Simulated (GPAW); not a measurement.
**Ta2N(OH)2 MXene monolayer: work function by functional and basis**

How far do functional and basis move the work function of Ta2N(OH)2 MXene monolayer?

Calculated with GPAW 26.7.0; GPAW, PAW setups; layer in a repeated cell with vacuum, relaxation of atoms and in-plane cell, in the first sound run; inputs show where later runs differ.

## Step 1: Set-up

The cell holds 7 atoms: 2 H, 2 O, 2 Ta and 1 N. Its edges and angles: a = 3.155 Å, b = 3.155 Å, c = 22.882 Å, α = 90.0°, β = 90.0°, γ = 120.0°. Vacuum lies along c.

## Step 2: Relaxing the atoms

Forces are removed first; all later runs use this geometry.

The input, run.py:

```python
import json
import numpy as np
from ase import Atoms
from ase.filters import FrechetCellFilter
from ase.optimize import BFGS
from gpaw import GPAW, PW

slab = Atoms(
    ['H', 'O', 'Ta', 'N', 'Ta', 'O', 'H'],
    positions=[
        [-0.00000, 1.82130, 8.00000],
        [-0.00000, 1.82130, 8.98000],
        [1.57729, 0.91065, 10.19613],
        [0.00000, 0.00000, 11.44084],
        [-0.00000, 1.82130, 12.68556],
        [1.57729, 0.91065, 13.90169],
        [1.57729, 0.91065, 14.88169]],
    cell=[[3.15458, 0.0, 0.0], [-1.57729, 2.73195, 0.0], [0.0, 0.0, 22.8817]],
    pbc=[True, True, True])

slab.calc = GPAW(mode=PW(600), xc='PBE', kpts={'size': (12, 12, 1), 'gamma': True},
                 occupations={'name': 'fermi-dirac', 'width': 0.05}, nbands='160%',
                 convergence={'density': 1e-05}, maxiter=200,
                 symmetry={'tolerance': 1e-3}, txt='slab.txt')
result = {}
# The in-plane cell is free; stress needs a cell that repeats along all three vectors
path = []
opt = BFGS(FrechetCellFilter(slab, mask=[1, 1, 0, 0, 0, 1]), maxstep=0.2)
opt.attach(lambda: path.append((slab.get_potential_energy(), slab.positions.tolist(), slab.get_forces().tolist())))
result['relaxed'] = bool(opt.run(fmax=0.02, steps=45))
result['path'] = path
result['cell'] = slab.cell.tolist()
print('in-plane lattice', slab.cell.cellpar().round(4)[[0, 1, 5]])
energy = slab.get_potential_energy()
fermi = slab.calc.get_fermi_level()
v = slab.calc.get_electrostatic_potential().mean((0, 1)) - fermi
n = slab.calc.get_pseudo_density().mean((0, 1))
L = slab.cell[2, 2]
z = np.arange(len(v)) * L / len(v)
low, high = slab.positions[:, 2].min(), slab.positions[:, 2].max()
below, above = np.interp([low - 5.8, high + 5.8], z, v)
slopes = [np.interp(x, z, np.gradient(v, z)) for x in (low - 5.8, high + 5.8)]
eps = np.array([[slab.calc.get_eigenvalues(k, s) for k in range(len(slab.calc.get_ibz_k_points()))]
                for s in range(slab.calc.get_number_of_spins())]) - fermi
top, bottom = eps[eps < 0].max(), eps[eps > 0].min()
dipole = slab.get_dipole_moment()[2]
print(f'energy {energy:.4f} eV, Fermi level {fermi:.4f} eV, dipole {dipole:.5f} e A')
print(f'potential 5.8 A off the faces, from the Fermi level: lower {below:.4f} eV, upper {above:.4f} eV')
print(f'slope of the potential there: lower {slopes[0]:.5f}, upper {slopes[1]:.5f} eV/A')
print(f'nearest levels on the mesh: {top:.4f} and {bottom:.4f} eV')
print('magnetic moment', round(slab.get_magnetic_moment(), 3))
result.update(energy=energy, fermi=fermi, dipole=dipole, below=below, above=above, slopes=slopes, edges=[top, bottom],
              z=z.tolist(), v=v.tolist(), n=n.tolist(), positions=slab.positions.tolist(),
              forces=slab.get_forces(apply_constraint=False).tolist(), moments=slab.get_magnetic_moments().tolist())
json.dump(result, open('result.json', 'w'))
```

Command:

```sh
OMP_NUM_THREADS=1 OPENBLAS_NUM_THREADS=1 python run.py
```

The program printed:

```text
Step          Energy          fmax
BFGS:    0      -51.129405        2.862699
BFGS:    1      -51.360655        2.071950
BFGS:    2      -51.649586        0.608683
BFGS:    3      -51.661478        0.475592
BFGS:    4      -51.668245        0.176998
BFGS:    5      -51.675279        0.188970
BFGS:    6      -51.707572        0.449304
BFGS:    7      -51.752056        0.741213
BFGS:    8      -51.797461        0.606556
BFGS:    9      -51.825355        0.132428
BFGS:   10      -51.826663        0.020619
BFGS:   11      -51.826689        0.018369
in-plane lattice [  3.2129   3.2129 120.    ]
energy -51.8186 eV, Fermi level 1.7920 eV, dipole -0.00022 e A
potential 5.8 A off the faces, from the Fermi level: lower 2.8392 eV, upper 2.8399 eV
slope of the potential there: lower -0.00137, upper 0.00104 eV/A
nearest levels on the mesh: -0.0445 and 0.0747 eV
magnetic moment 0.0
```

Elapsed: 21 min, on 1 thread of Arm Neoverse V1, shared host; peak memory 0.68 GiB.

Numbers from this step:

| Quantity | Value |
| --- | --- |
| dipole along the normal | -2.22e-4 e·Å |
| levels nearest the Fermi level on the mesh | -0.04446, 0.07466 eV from the Fermi level |

The electrostatic potential energy of an electron (without an applied field's), less the Fermi level, planar mean oscillates, so the rows of the table below give means over windows of 1.61 Å about each position, cut where the curve ends. Its maxima inside the range that stand out by 2 % of the span (Å: eV): 8.4: -0.731, 9.5: -7.67, 11.1: -13.3, 11.8: -13.3, 13.4: -7.67, 14.5: -0.728. Its minima: 8.1: -1.48, 9.1: -11.1, 10.4: -24.2, 11.4: -16.8, 12.5: -24.2, 13.8: -11.1, 14.8: -1.47.

Electrostatic potential energy of an electron (without an applied field's), less the Fermi level, planar mean against z; means over each step:

```tsv
z (Å)	electrostatic potential energy of an electron (without an applied field's), less the Fermi level, planar mean (eV)
0.81	2.84
2.42	2.84
4.02	2.83
5.63	2.66
7.24	1.10
8.85	-5.62
10.46	-17.7
12.07	-18.3
13.68	-8.13
15.29	0.385
16.90	2.55
18.51	2.82
20.12	2.84
21.73	2.84
```

The pseudo valence density, planar mean oscillates, so the rows of the table below give means over windows of 1.19 Å about each position, cut where the curve ends. Its maxima inside the range that stand out by 2 % of the span (Å: e/Å³): 9.2: 0.854, 10.3: 1.33, 11.4: 0.832, 12.5: 1.33, 13.7: 0.854. Its minima: 9.7: 0.500, 11.0: 0.777, 11.9: 0.777, 13.2: 0.500.

The pseudo valence density, planar mean by z; means over each step:

z (Å), pseudo valence density, planar mean (e/Å³) and a bar:
```
     2.97       0.00 
     4.17       0.00 
     5.35       0.00 
     6.54       0.01 
     7.73       0.08 ##
     8.93       0.59 ##################
    10.12       0.92 ############################
    11.30       0.83 #########################
    12.49       1.00 ##############################
    13.69       0.65 ###################
    14.88       0.14 ####
    16.06       0.01 
    17.25       0.00 
    18.44       0.00 
    19.63       0.00
```

The relaxation lowered the energy of the cell by 0.704 eV (energies extrapolated to zero smearing; the optimiser's log prints free energies). The largest force left on a free atom is 0.012 eV/Å.

## Step 3: The slab's potential

With the geometry fixed, the planar mean of the potential gives the vacuum level on each side.

This step: GPAW, PAW setups; slab in vacuum (GPAW 26.7.0).

The cell differs from the one that the last finished run ended in (c 22.882 → 22.720 Å).

The input, run.py:

```python
import json
import numpy as np
from ase import Atoms
from gpaw import GPAW, PW

slab = Atoms(
    ['H', 'O', 'Ta', 'N', 'Ta', 'O', 'H'],
    positions=[
        [0.00000, 1.85495, 8.00000],
        [-0.00000, 1.85495, 8.98729],
        [1.60643, 0.92747, 10.29964],
        [0.00000, 0.00000, 11.36012],
        [-0.00000, 1.85495, 12.42061],
        [1.60643, 0.92747, 13.73297],
        [1.60643, 0.92747, 14.72026]],
    cell=[[3.21286, 0.0, 0.0], [-1.60643, 2.78242, 0.0], [0.0, 0.0, 22.7203]],
    pbc=[True, True, False])

slab.calc = GPAW(mode=PW(500), xc='PBE', kpts={'size': (12, 12, 1), 'gamma': True},
                 occupations={'name': 'fermi-dirac', 'width': 0.05}, nbands='160%',
                 convergence={'density': 1e-05}, maxiter=200,
                 poissonsolver={'dipolelayer': 'xy'},
                 symmetry={'tolerance': 1e-3}, txt='slab.txt')
result = {}
energy = slab.get_potential_energy()
fermi = slab.calc.get_fermi_level()
v = slab.calc.get_electrostatic_potential().mean((0, 1)) - fermi
n = slab.calc.get_pseudo_density().mean((0, 1))
L = slab.cell[2, 2]
z = np.arange(len(v)) * L / len(v)
low, high = slab.positions[:, 2].min(), slab.positions[:, 2].max()
below, above = np.interp([low - 5.8, high + 5.8], z, v)
slopes = [np.interp(x, z, np.gradient(v, z)) for x in (low - 5.8, high + 5.8)]
eps = np.array([[slab.calc.get_eigenvalues(k, s) for k in range(len(slab.calc.get_ibz_k_points()))]
                for s in range(slab.calc.get_number_of_spins())]) - fermi
top, bottom = eps[eps < 0].max(), eps[eps > 0].min()
dipole = slab.get_dipole_moment()[2]
print(f'energy {energy:.4f} eV, Fermi level {fermi:.4f} eV, dipole {dipole:.5f} e A')
print(f'potential 5.8 A off the faces, from the Fermi level: lower {below:.4f} eV, upper {above:.4f} eV')
print(f'slope of the potential there: lower {slopes[0]:.5f}, upper {slopes[1]:.5f} eV/A')
print(f'nearest levels on the mesh: {top:.4f} and {bottom:.4f} eV')
print('magnetic moment', round(slab.get_magnetic_moment(), 3))
result.update(energy=energy, fermi=fermi, dipole=dipole, below=below, above=above, slopes=slopes, edges=[top, bottom],
              z=z.tolist(), v=v.tolist(), n=n.tolist(), positions=slab.positions.tolist(),
              forces=slab.get_forces(apply_constraint=False).tolist(), moments=slab.get_magnetic_moments().tolist())
json.dump(result, open('result.json', 'w'))
```

The program printed:

```text
energy -50.6914 eV, Fermi level 1.8216 eV, dipole -0.00080 e A
potential 5.8 A off the faces, from the Fermi level: lower 2.8405 eV, upper 2.8561 eV
slope of the potential there: lower -0.00172, upper 0.00172 eV/A
nearest levels on the mesh: -0.0445 and 0.0761 eV
magnetic moment 0.0
```

Wall time 1.8 min (1 thread); peak memory 0.28 GiB.

Numbers from this step:

- dipole along the normal: -7.99e-4 e·Å
- levels nearest the Fermi level on the mesh: -0.04452, 0.07605 eV from the Fermi level
- upper work function: 2.856 eV
- lower work function: 2.841 eV

Table of electrostatic potential energy of an electron (without an applied field's), less the Fermi level, planar mean by z:

```tsv
z (Å)	electrostatic potential energy of an electron (without an applied field's), less the Fermi level, planar mean (eV)
0.0	2.85
0.5	2.84
1.0	2.84
1.5	2.84
2.0	2.84
2.5	2.84
3.0	2.84
3.5	2.84
4.0	2.83
4.5	2.81
5.0	2.78
5.5	2.71
6.0	2.56
6.5	2.28
7.0	1.72
7.5	0.605
8.0	-1.45
8.5	-1.74
9.0	-11.1
9.5	-8.25
10.0	-19.7
10.5	-22.2
11.0	-13.3
11.5	-15.5
12.0	-17.2
12.5	-23.9
13.0	-12.1
13.5	-9.05
14.0	-5.65
14.5	-0.852
15.0	-0.291
15.5	1.35
16.0	2.09
16.5	2.48
17.0	2.67
17.5	2.77
18.0	2.82
18.5	2.84
19.0	2.85
19.5	2.85
20.0	2.86
20.5	2.86
21.0	2.86
21.5	2.86
22.0	2.86
22.5	2.85
```

The pseudo valence density, planar mean oscillates, so the rows of the table below give means over windows of 1.14 Å about each position, cut where the curve ends. Its maxima inside the range that stand out by 2 % of the span (Å: e/Å³): 9.1: 0.845, 10.2: 1.30, 11.4: 0.831, 12.5: 1.30, 13.6: 0.845. Its minima: 9.7: 0.512, 11.0: 0.783, 11.7: 0.783, 13.1: 0.512.

Table of pseudo valence density, planar mean by z; means over each step:

```tsv
z (Å)	pseudo valence density, planar mean (e/Å³)
2.85	3.1e-5
3.99	1.9e-4
5.13	0.00106
6.27	0.00467
7.41	0.0426
8.55	0.464
9.69	0.769
10.83	0.956
11.97	0.983
13.11	0.739
14.25	0.416
15.39	0.0349
16.53	0.00423
17.67	9.5e-4
18.81	1.7e-4
19.95	2.7e-5
```

Force by atom:

```tsv
atom	x (eV/Å)	y (eV/Å)	z (eV/Å)	size
H1	0.000	0.000	-0.111	0.111
O2	0.000	0.000	0.047	0.047
Ta3	0.000	0.000	-0.010	0.010
N4	0.000	0.000	0.000	0.000
Ta5	0.000	0.000	0.010	0.010
O6	0.000	0.000	-0.047	0.047
H7	0.000	0.000	0.111	0.111
```

The potential is flat to 0.002 eV/Å where it is read, so the vacuum is wide enough.

## Step 4: Self-consistent run: xc = "revPBE"

The same geometry under revPBE, to see how far the functional moves the levels against the vacuum.

run.py, as its differences from that of step 3:

```diff
@@ -18,3 +18,3 @@
 
-slab.calc = GPAW(mode=PW(500), xc='PBE', kpts={'size': (12, 12, 1), 'gamma': True},
+slab.calc = GPAW(mode=PW(500), xc='revPBE', kpts={'size': (12, 12, 1), 'gamma': True},
                  occupations={'name': 'fermi-dirac', 'width': 0.05}, nbands='160%',
```

The program printed:

```text
energy -48.5255 eV, Fermi level 1.9518 eV, dipole -0.00080 e A
potential 5.8 A off the faces, from the Fermi level: lower 2.7200 eV, upper 2.7356 eV
slope of the potential there: lower -0.00204, upper 0.00204 eV/A
nearest levels on the mesh: -0.0332 and 0.0621 eV
magnetic moment 0.0
```

Run time: 1.8 min. Hardware: 1 thread; peak memory 0.28 GiB.

Numbers from this step:

```yaml
levels_nearest_the_fermi_level_on_the_mesh: -0.03318, 0.06207 eV from the Fermi level
upper_work_function: 2.736 eV
lower_work_function: 2.720 eV
```

Electrostatic potential energy of an electron (without an applied field's), less the Fermi level, planar mean against z:

z (Å), electrostatic potential energy of an electron (without an applied field's), less the Fermi level, planar mean (eV) and a bar from the least value:
```
      0.0        2.7 ##############################
      0.5        2.7 ##############################
      1.0        2.7 ##############################
      1.5        2.7 ##############################
      2.0        2.7 ##############################
      2.5        2.7 ##############################
      3.0        2.7 ##############################
      3.5        2.7 ##############################
      4.0        2.7 ##############################
      4.5        2.7 ##############################
      5.0        2.7 ##############################
      5.5        2.6 ##############################
      6.0        2.4 ##############################
      6.5        2.1 #############################
      7.0        1.6 #############################
      7.5        0.4 ###########################
      8.0       -1.6 #########################
      8.5       -1.9 #########################
      9.0      -11.2 ##############
      9.5       -8.4 ##################
     10.0      -19.8 #####
     10.5      -22.3 ##
     11.0      -13.4 ############
     11.5      -15.6 #########
     12.0      -17.2 ########
     12.5      -24.0 
     13.0      -12.2 #############
     13.5       -9.2 #################
     14.0       -5.8 ####################
     14.5       -1.0 ##########################
     15.0       -0.5 ##########################
     15.5        1.2 ############################
     16.0        1.9 #############################
     16.5        2.3 ##############################
     17.0        2.5 ##############################
     17.5        2.6 ##############################
     18.0        2.7 ##############################
     18.5        2.7 ##############################
     19.0        2.7 ##############################
     19.5        2.7 ##############################
     20.0        2.7 ##############################
     20.5        2.7 ##############################
     21.0        2.7 ##############################
     21.5        2.7 ##############################
     22.0        2.7 ##############################
     22.5        2.7 ##############################
```

The pseudo valence density, planar mean oscillates, so the rows of the table below give means over windows of 1.14 Å about each position, cut where the curve ends. Its maxima inside the range that stand out by 2 % of the span (Å: e/Å³): 9.1: 0.845, 10.2: 1.30, 11.4: 0.831, 12.5: 1.30, 13.6: 0.845. Its minima: 9.7: 0.512, 11.0: 0.783, 11.7: 0.783, 13.1: 0.512.

Table of pseudo valence density, planar mean by z; means over each step:

z (Å), pseudo valence density, planar mean (e/Å³) and a bar:
```
     2.85       0.00 
     3.99       0.00 
     5.13       0.00 
     6.27       0.00 
     7.41       0.04 #
     8.55       0.46 ##############
     9.69       0.77 #######################
    10.83       0.96 #############################
    11.97       0.98 ##############################
    13.11       0.74 #######################
    14.25       0.42 #############
    15.39       0.03 #
    16.53       0.00 
    17.67       0.00 
    18.81       0.00 
    19.95       0.00
```

Force by atom:

```tsv
atom	x (eV/Å)	y (eV/Å)	z (eV/Å)	size
H1	0.000	0.000	-0.093	0.093
O2	0.000	0.000	-0.228	0.228
Ta3	0.000	0.000	0.009	0.009
N4	0.000	0.000	0.000	0.000
Ta5	0.000	0.000	-0.009	0.009
O6	0.000	0.000	0.228	0.228
H7	0.000	0.000	0.093	0.093
```

The upper face's work function is 2.736 eV, against 2.856 eV in the first plane-wave PBE run at this geometry.

## Step 5: Self-consistent run: xc = "vdW-DF2"

The same geometry under vdW-DF2, to see how far the functional moves the levels against the vacuum (the van der Waals functionals take revPBE setups).

run.py, as its differences from that of step 4:

```diff
@@ -18,3 +18,3 @@
 
-slab.calc = GPAW(mode=PW(500), xc='revPBE', kpts={'size': (12, 12, 1), 'gamma': True},
+slab.calc = GPAW(mode=PW(500), xc='vdW-DF2', kpts={'size': (12, 12, 1), 'gamma': True},
                  occupations={'name': 'fermi-dirac', 'width': 0.05}, nbands='160%',
```

The program printed:

```text
energy -375.6449 eV, Fermi level 1.4717 eV, dipole -0.00080 e A
potential 5.8 A off the faces, from the Fermi level: lower 3.3633 eV, upper 3.3789 eV
slope of the potential there: lower -0.00337, upper 0.00337 eV/A
nearest levels on the mesh: -0.0440 and 0.0725 eV
magnetic moment 0.0
```

It took 2.3 min on 1 thread; peak memory 0.48 GiB.

This step gave:

| Quantity | Value |
| --- | --- |
| levels nearest the Fermi level on the mesh | -0.04401, 0.07245 eV from the Fermi level |
| upper work function | 3.379 eV |
| lower work function | 3.363 eV |

The upper face's work function is 3.379 eV, against 2.856 eV in the first plane-wave PBE run at this geometry.

[end of part 1 of 2]

[Logs are printed without paths, hosts, clocks, repeated set-up lines and the standing remarks that a program may print on its own settings, such as how far it seeks lower states.]

[Hosts, paths, dates, database ids (printed as entryN), source tags and the programs' standing remarks are cut or masked in the printed files.]
